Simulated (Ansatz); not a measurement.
# C_Sn in SnO2 (P4_2/mnm): charge-transition levels and formation energies

Aim: at which Fermi levels does C_Sn in SnO2 (P4_2/mnm) change its charge? The model is a cell of 72 host atoms with 1 Sn taken out and 1 C put in.

Program: Ansatz 0.2.0. Level of theory: place-levels on r2SCAN runs: charge-transition levels and formation energies with image-charge correction and potential alignment at the atomic sites; PAW set soft_1. Results are calculated unless marked as measured.

**What experiment says.**

“Tunable Transparent Conductors Based on SnO2: Theoretical and Experimental Studies of Codoping” (2024, pmc:11656248) quotes from earlier work for SnO2, rutile (undoped SnO2, value from earlier experiment): band gap (band gap of undoped SnO2, quoted experimental value) about 3.6 eV [Literature value quoted in passing in the theory part as a benchmark; sample form …].

This is a report of a sequence of runs, with most program output left out.

### Step 1. Set-up

The cell holds 72 atoms: 23 Sn, 48 O and 1 C. Its edges and angles: a = 9.516 Å, b = 9.516 Å, c = 9.602 Å, α = 90.0°, β = 90.0°, γ = 90.0°. It derives from SnO2 (space group P4_2/mnm). Nearest the centre at fractional (0.500, 0.500, 0.667): C68 at 0.00 Å, O71 at 2.06 Å, O18 at 2.06 Å, O28 at 2.07 Å, O45 at 2.07 Å, O34 at 2.07 Å, O51 at 2.07 Å, Sn62 at 3.20 Å.

Known beforehand: the electronic dielectric constant, (4.60, 4.60, 4.91), and the static one, (13.48, 13.48, 10.42), from a response run on this crystal (DFPT, PBEsol) at that run's own cell.

The cell's shortest repeat is 9.5 Å.

### Step 2. What was run first

A transition level is the Fermi level at which two charge states cost the same, so each charge needs its own total energy, at its own relaxed structure.

Random displacements of about 0.05 Å break the site symmetry at the start, so that the relaxation can reach a distorted minimum if there is one. Forces are taken at one point at (¼, ¼, ¼). The cell holds 1 electron more than the neutral one, with a uniform background that keeps it neutral on the whole. The electron count is odd, so at least one spin is unpaired; this run locks the moment at 1 μB.

The sampling was tested on the host first: at the k-points planned (1x1x1 shifted 0.25 0.25 0.25) its energy lies 0.000 eV an atom from the dense-mesh value, under the bound of 0.02 eV set for this test; that bounds the host's error, not the defect's.

One state's input; the others differ in charge, spin, start and seed, and in occupations where the table says so.

File qm1_M1.relax/input.yaml:

```yaml
crystal:
  lattice:
    - [9.51550307, 0.0, 0.0]
    - [0.0, 9.51550307, 0.0]
    - [0.0, 0.0, 9.60204439]
  atoms:
    - { symbol: Sn, position: [0.25, 0.25, 0.16666667] }
    - { symbol: Sn, position: [0.0, 0.0, 0.0] }
[... 4 atom lines left out ...]
    - { symbol: Sn, position: [0.25, 0.25, 0.5] }
[... 5 atom lines left out ...]
    - { symbol: Sn, position: [0.25, 0.25, 0.83333333] }
[... 4 atom lines left out ...]
    - { symbol: O, position: [0.34702862, 0.34702862, 0.66666667] }
[... 6 atom lines left out ...]
    - { symbol: Sn, position: [0.25, 0.75, 0.5] }
[... 2 atom lines left out ...]
    - { symbol: O, position: [0.40297138, 0.59702862, 0.5] }
[... 2 atom lines left out ...]
    - { symbol: Sn, position: [0.25, 0.75, 0.83333333] }
[... 2 atom lines left out ...]
    - { symbol: O, position: [0.40297138, 0.59702862, 0.83333333] }
    - { symbol: O, position: [0.15297138, 0.65297138, 0.66666667] }
    - { symbol: O, position: [0.34702862, 0.84702862, 0.66666667] }
[... 6 atom lines left out ...]
    - { symbol: Sn, position: [0.75, 0.25, 0.5] }
[... 1 atom line left out ...]
    - { symbol: O, position: [0.59702862, 0.40297138, 0.5] }
[... 3 atom lines left out ...]
    - { symbol: Sn, position: [0.75, 0.25, 0.83333333] }
[... 1 atom line left out ...]
    - { symbol: O, position: [0.59702862, 0.40297138, 0.83333333] }
[... 1 atom line left out ...]
    - { symbol: O, position: [0.65297138, 0.15297138, 0.66666667] }
    - { symbol: O, position: [0.84702862, 0.34702862, 0.66666667] }
[... 1 atom line left out ...]
    - { symbol: Sn, position: [0.5, 0.5, 0.0] }
[... 4 atom lines left out ...]
    - { symbol: Sn, position: [0.75, 0.75, 0.5] }
    - { symbol: Sn, position: [0.5, 0.5, 0.33333333] }
[... 5 atom lines left out ...]
    - { symbol: C, position: [0.5, 0.5, 0.66666667] }
[... 2 atom lines left out ...]
    - { symbol: O, position: [0.65297138, 0.65297138, 0.66666667] }
    - { symbol: O, position: [0.84702862, 0.84702862, 0.66666667] }
  host:
    repeats: [2, 2, 3]
    atoms:
      - { symbol: Sn, position: [0.5, 0.5, 0.5] }
      - { symbol: Sn, position: [0.0, 0.0, 0.0] }
      - { symbol: O, position: [0.19405723, 0.80594277, 0.5] }
      - { symbol: O, position: [0.80594277, 0.19405723, 0.5] }
      - { symbol: O, position: [0.30594277, 0.30594277, 0.0] }
      - { symbol: O, position: [0.69405723, 0.69405723, 0.0] }
total_charge: -1
basis:
  ecutwfc: 500
  xc_grid: 2
hamiltonian:
  xc: r2scan
  pseudopotentials: { kind: paw, azcp: { folder: soft_1 } }
kpoints:
  mp_grid: { grid: [1, 1, 1], shift: [0.25, 0.25, 0.25] }
magnetization:
  spin_polarized: true
  initial_magnetization: 1
  spin_locking: { lock_magnetization: hard }
scf:
  occupations: { method: fixed }
  max_iter: 60
output:
  forces: true
  charged_corrections:
    epsilon: [4.6, 4.6, 4.91]
    static_epsilon: [13.48, 13.48, 10.42]
    defect_position: [0.5, 0.5, 0.666667]
relax:
  f_tol: 0.02
  max_steps: 80
  random_displacement: { amplitude: 0.05, seed: 6027 }
checkpoint:
  write: "../qm1_M1.relax.run"
  compress: false
  write_wavefunctions: true
  write_every: 100000
```

Started as:

```console
$ ansatz run input.yaml --threads 4 --pin off --max-ram 15073MiB --backend cpu --events-out ev --progress --plain --runs-dir out
```

Defect states can disperse in a cell of this size, so the energy is taken again at a 2×2×2 shifted mesh, on the relaxed structure.

The run of this state that the levels use, under r2SCAN:

File qm1_M1.point/input.yaml:

```yaml
crystal:
  checkpoint: "../qm1_M1.relax.run"
  host: checkpoint
total_charge: -1
basis:
  ecutwfc: 500
  xc_grid: 2
hamiltonian:
  xc: r2scan
  pseudopotentials: { kind: paw, azcp: { folder: soft_1 } }
kpoints:
  mp_grid: { grid: [2, 2, 2], shift: [0.5, 0.5, 0.5] }
magnetization:
  spin_polarized: true
  initial_magnetization: 1
  spin_locking: { lock_magnetization: hard }
scf:
  occupations: { method: fermi_dirac, width: 0.01 }
  max_iter: 60
output:
  forces: true
  eigenvalues: true
  charged_corrections:
    epsilon: [4.6, 4.6, 4.91]
    static_epsilon: [13.48, 13.48, 10.42]
    defect_position: [0.5, 0.5, 0.666667]
  eigenstates: { localisation: true }
  populations: true
  efg: {}
  band_densities: [{ bands: [v1, v1] }, { bands: [c1, c1] }]
  write_density: true
  write_potential: true
  volumetric_format: npy
  elf: true
checkpoint:
  read: "../qm1_M1.relax.run"
  write: "../qm1_M1.point.run"
  compress: false
  write_wavefunctions: false
  write_every: 100000
```

Relaxations under r2SCAN at one point at (¼, ¼, ¼); times on 4 threads of Arm Neoverse V1, shared host:

| charge | moment (μB) | occupations | outcome | steps | largest displacement against the far atoms (Å) | time |
| --- | --- | --- | --- | --- | --- | --- |
| −1 | 1 | fixed | converged | 20 | 1.18 | 25 min |
| 0 | 0 | fixed | converged | 14 | 1.20 | 8.3 min |
| +1 | 1 | fixed | converged | 15 | 1.24 | 22 min |

Single points under r2SCAN at a 2×2×2 shifted mesh; times on 4 threads of Arm Neoverse V1, shared host:

| charge | moment (μB) | occupations | outcome | time |
| --- | --- | --- | --- | --- |
| −1 | 1 | fermi-dirac | converged | 8.3 min |
| 0 | 0 | fermi-dirac | converged | 3.4 min |
| +1 | 1 | fermi-dirac | converged | 9.2 min |

Distances (Å) from C68 to the nearest atoms after relaxation with r2SCAN:

| charge | moment (μB) | 1. | 2. | 3. | 4. | 5. | 6. |
| --- | --- | --- | --- | --- | --- | --- | --- |
| −1 | 1 | O 1.27 | O 1.31 | O 1.31 | Sn 2.56 | O 2.65 | Sn 2.86 |
| 0 | 0 | O 1.27 | O 1.31 | O 1.31 | Sn 2.55 | O 2.64 | Sn 2.83 |
| +1 | 1 | O 1.29 | O 1.29 | O 1.31 | O 2.69 | O 2.91 | O 2.91 |

### Step 3. Levels against the band edges, r2SCAN

A charged cell interacts with its images and the background, and its potential has another zero than the host's. place-levels removes the first by a point-charge model, screened by the static dielectric constant since the ions have relaxed around the charge, and the second by comparing potentials at atoms far from the defect.

The host is a run of the defect-free crystal in the same cutoffs, grids and k-points, so that basis and sampling errors cancel in part in the differences. The host is run in a cell of 6 atoms on a matching mesh. Its band edges are searched through the zone by a band path, so the gap is smaller than, or equal to, that on the mesh. Chemical potentials are energies per atom of Sn (alpha-Sn (diamond)) and C (diamond), run with the same functional and cutoff. Carbon is taken as diamond, which semilocal functionals can put about 0.1 eV an atom over graphite.

File levels.point.yaml:

```yaml
host:
  run: host.point.run
states: [qm1_M1.point.run, q0.point.run, qp1_M1.point.run]
geometry_from:
  qm1_M1.point.run: qm1_M1.relax.run
  q0.point.run: q0.relax.run
  qp1_M1.point.run: qp1_M1.relax.run
  host.point.run: host.relax.run
chemical_potentials:
  Sn:
    energy: -6038.703821
    dataset: <sha256 of the dataset>
  C:
    energy: -251.553391
    dataset: "<sha256 of the dataset>"
epsilon: [4.6, 4.6, 4.91]
static_epsilon: [13.48, 13.48, 10.42]
vertical:
  - { from: qm1_M1.point.run, to: qm1_M1.point_neutral.run }
  - { from: qp1_M1.point.run, to: qp1_M1.point_neutral.run }
```

Started as:

```console
$ ansatz place-levels levels.point.yaml -- --threads 4 --pin off --max-ram 15073MiB
```

Run time: 0.4 s. Hardware: 4 threads of Arm Neoverse V1, shared host.

Levels between the charges placed, in eV above the valence top:

|  | gap (eV) | (+1/0) | (0/−1) |
| --- | --- | --- | --- |
| r2SCAN | 1.80 | 0.92 | 1.82 |

Corrections by state:

| charge | moment (μB) | image terms and alignment (eV) | band filling (eV) | ε used | over the lowest of its charge, as the program ranks them, band filling apart (eV) |
| --- | --- | --- | --- | --- | --- |
| +1 | 1.0 | 0.078 | - | principal values (10.42, 13.48, 13.48) | 0.000 |
| 0 | 0.0 | 0.169 | - | - | 0.000 |
| −1 | 1.0 | 0.495 | -0.916 | principal values (10.42, 13.48, 13.48) | 0.000 |

The charged structures listed were also run neutral, and place-levels reads from each pair, by the potential or the spins, how wide the charge is by which they differ; that can be the carrier of either run.

| charge | rms radius (Å) | spread where it is widest against the cell (Å) | wide from (Å) | reading |
| --- | --- | --- | --- | --- |
| +1 | 1.2 | 1.07 | 1.65 | narrow |
| −1 | 5.6 | 3.38 | 1.66 | wide |

The neutral runs of these pairs need not share the spin of the lowest neutral state, and very wide values only mean spread over the cell.

From the program's caveats on the states, each cut to its opening words:

- charge +1 (1 μB): how wide its charge is, is not read beside other atoms or cores, and a band state would take no correction
- charge +1 (1 μB): its alignment with the host at atomic sites is doubtful: the mean over the far sites moves by +0.0565 eV from their farther parts to their nearer, more than [...]
- charge +1 (1 μB): the far atoms show a dipole or second moment of the defect's charge, for which the correction takes or leaves out 0.324 eV: further moments aren't read, and [...]
- charge +1 (1 μB): its displacements don't fall off away from the defect: farther atoms stand 0.047 Å off the host's places
- charge +1 (1 μB), −1 (1 μB): flagged: stability check not made
- charge 0: the far atoms show a dipole or second moment of the defect's charge, for which the correction takes or leaves out 0.169 eV: further moments aren't read, and [...]
- charge 0: its displacements don't fall off away from the defect: farther atoms stand 0.024 Å off the host's places
- charge −1 (1 μB): it parts from the run at its places by a charge that spreads by about 3.4 Å along one vector (1.7 Å or more is wide), by its potential at epsilon [4.6, 4.6, [...]
- charge −1 (1 μB): a band-filling correction moves a carrier to the host's band edge, which changes its energy by -0.916 eV
- charge −1 (1 μB): the far atoms show a dipole or second moment of the defect's charge, for which the correction takes or leaves out 0.146 eV: further moments aren't read, and [...]
- charge −1 (1 μB): its displacements don't fall off away from the defect: farther atoms stand 0.023 Å off the host's places

The host's formation energy from the elements is -1.867 eV per atom; it sets how far the chemical potentials can move.

Limit set by the element alone; other compounds of these elements are not counted. Chemical potentials from the elements' reference states: O 0.00 eV, Sn -5.60 eV, C 0.00 eV. Formation energy by charge state (O-rich; gap 1.80 eV):

| charge | at valence top (eV) | at conduction bottom (eV) | correction included (eV) |
| --- | --- | --- | --- |
| +1 | 0.00 | 1.80 | 0.08 |
| 0 | 0.92 | 0.92 | 0.17 |
| −1 | 2.74 | 0.95 | -0.42 |

(Fermi level (eV), lowest formation energy (eV)): (0.00, 0.00), (0.16, 0.16), (0.33, 0.33), (0.49, 0.49), (0.65, 0.65), (0.82, 0.82), (0.98, 0.92), (1.14, 0.92), (1.31, 0.92), (1.47, 0.92), (1.63, 0.92), (1.80, 0.92)

Limit set by the element alone; other compounds of these elements are not counted. Chemical potentials from the elements' reference states: Sn 0.00 eV, O -2.80 eV, C 0.00 eV. Formation energies (Sn-rich), with the Fermi level at the valence top and at the conduction bottom (gap 1.80 eV):

| charge | at valence top (eV) | at conduction bottom (eV) | correction included (eV) |
| --- | --- | --- | --- |
| +1 | 5.60 | 7.40 | 0.08 |
| 0 | 6.52 | 6.52 | 0.17 |
| −1 | 8.34 | 6.55 | -0.42 |

Fermi level (eV), lowest formation energy (eV) and a bar from the least value:
```
     0.00       5.60 
     0.16       5.77 #####
     0.33       5.93 ###########
     0.49       6.09 ################
     0.65       6.25 #####################
     0.82       6.42 ###########################
     0.98       6.52 ##############################
     1.14       6.52 ##############################
     1.31       6.52 ##############################
     1.47       6.52 ##############################
     1.63       6.52 ##############################
     1.80       6.52 ##############################
```

### Step 4. Effect of the sampling

The relaxations' own energies give the levels at their sampling, for comparison.

File levels.relax_mesh.yaml:

```yaml
host:
  run: host.relax.run
states: [qm1_M1.relax.run, q0.relax.run, qp1_M1.relax.run]
chemical_potentials:
  Sn:
    energy: -6038.703821
    dataset: <sha256 of the dataset>
  C:
    energy: -251.553391
    dataset: "<sha256 of the dataset>"
```

Started as:

```console
$ ansatz place-levels levels.relax_mesh.yaml -- --threads 4 --pin off --max-ram 15073MiB
```

Elapsed: 0.14 s, on 4 threads.

Levels between neighbouring charges, in eV above the valence top:

|  | gap (eV) | (+1/0) | (0/−1) |
| --- | --- | --- | --- |
| one point at (¼, ¼, ¼) | 1.80 | 0.92 | 1.81 |
| a 2×2×2 shifted mesh | 1.80 | 0.92 | 1.82 |

Going from one point at (¼, ¼, ¼) to a 2×2×2 shifted mesh moves the levels that carry no band-filling term by up to 0.00 eV and formation energies against the elements by up to 0.01 eV; band-filling terms, which differ between samplings, are in these energies.

### Step 5. Outcome

| Property | Result |
| --- | --- |
| gap of the host | 1.80 eV (r2SCAN) |
| level (plus 1/0) | 0.92 eV above the valence top |
| level (0/minus 1) | 1.82 eV above the valence top, past the conduction bottom (2.73 eV above the valence top without the band-filling term) |
| lowest of the charges placed, just above the valence top (0.02 eV) | +1 |
| lowest of the charges placed, just below the conduction bottom (0.02 eV) | 0 |
| lowest formation energy at mid-gap of the charges run, O-rich | 0.90 eV |
| lowest formation energy at mid-gap of the charges run, Sn-rich | 6.50 eV |
| standing of these levels | doubtful, see below |

In words: Of the charges placed (−1, 0 and +1), the lowest changes at 0.92 eV (+1/0) above the valence top, in a gap of 1.80 eV. A neutral run at a charged structure lies 0.12 eV below the neutral state placed. Unless it holds a band carrier, charge 0 isn't at its lowest here, and with that energy the steps would read (+1/0) 0.80 eV and (0/−1) 1.94 eV, which can change which charges are lowest. Charges above +1 were not placed, so these runs say nothing of levels that involve them. States placed: +1 at 1 μB; 0 at 0 μB; −1 at 1 μB. Other spin states or structures, where not listed, weren't placed. The program finds carriers beyond a band edge of the host and adds a band-filling term at charge −1 (-0.92 eV); steps to such a charge show no bound level, and a defect level inside a band would be read the same way. At charge −1, 0 and +1 the atom put in ends up to 1.2 Å from its starting place, so the name tells the start alone and the levels can join different sites. C is taken at its element; compounds, which aren't counted here, bound the chemical potentials and would shift these formation energies. Going from one point at (¼, ¼, ¼) to a 2×2×2 shifted mesh moves the levels that carry no band-filling term by up to 0.00 eV and formation energies against the elements by up to 0.01 eV; band-filling terms, which differ between samplings, are in these energies. The program doubts the alignment of potentials for at least one state, a sign that the cell is small. What this leaves open: r2SCAN makes the gap too small and tends to spread out bound carriers; where a gas molecule sets a chemical potential or the host's formation energy, its binding is uncorrected; spin–orbit coupling, which can matter with heavy atoms, is left out.

Calculation against experiment:

| quantity | measured | r2SCAN |
| --- | --- | --- |
| band gap (least gap of the host) (eV) | 3.6 | 1.80 (-1.80 eV) |

Measured values from pmc:11656248 (2024).

Verdict: The band gap is off by -1.80 eV. Local and semilocal functionals usually give gaps below the measured ones. Spin-orbit coupling, left out here, can change the gap with such heavy elements. Zero-point and thermal motion shift the measured gap.

[Logs are printed without paths, hosts, clocks, repeated set-up lines and the standing remarks that a program may print on its own settings, such as how far it seeks lower states.]

[Hosts, paths, dates, database ids (printed as entryN), source tags and the programs' standing remarks are cut or masked in the printed files.]

[Where a table of states has a column of steps, it counts the stored structures, which are thinned; the runs took as many ionic steps or more.]

[A defect's name tells the site on which it was built; relaxed atoms can leave that site.]

[For some hosts the program warned that the k-mesh of the response run may be too coarse for force constants and the static dielectric constant; such warnings are not shown here.]
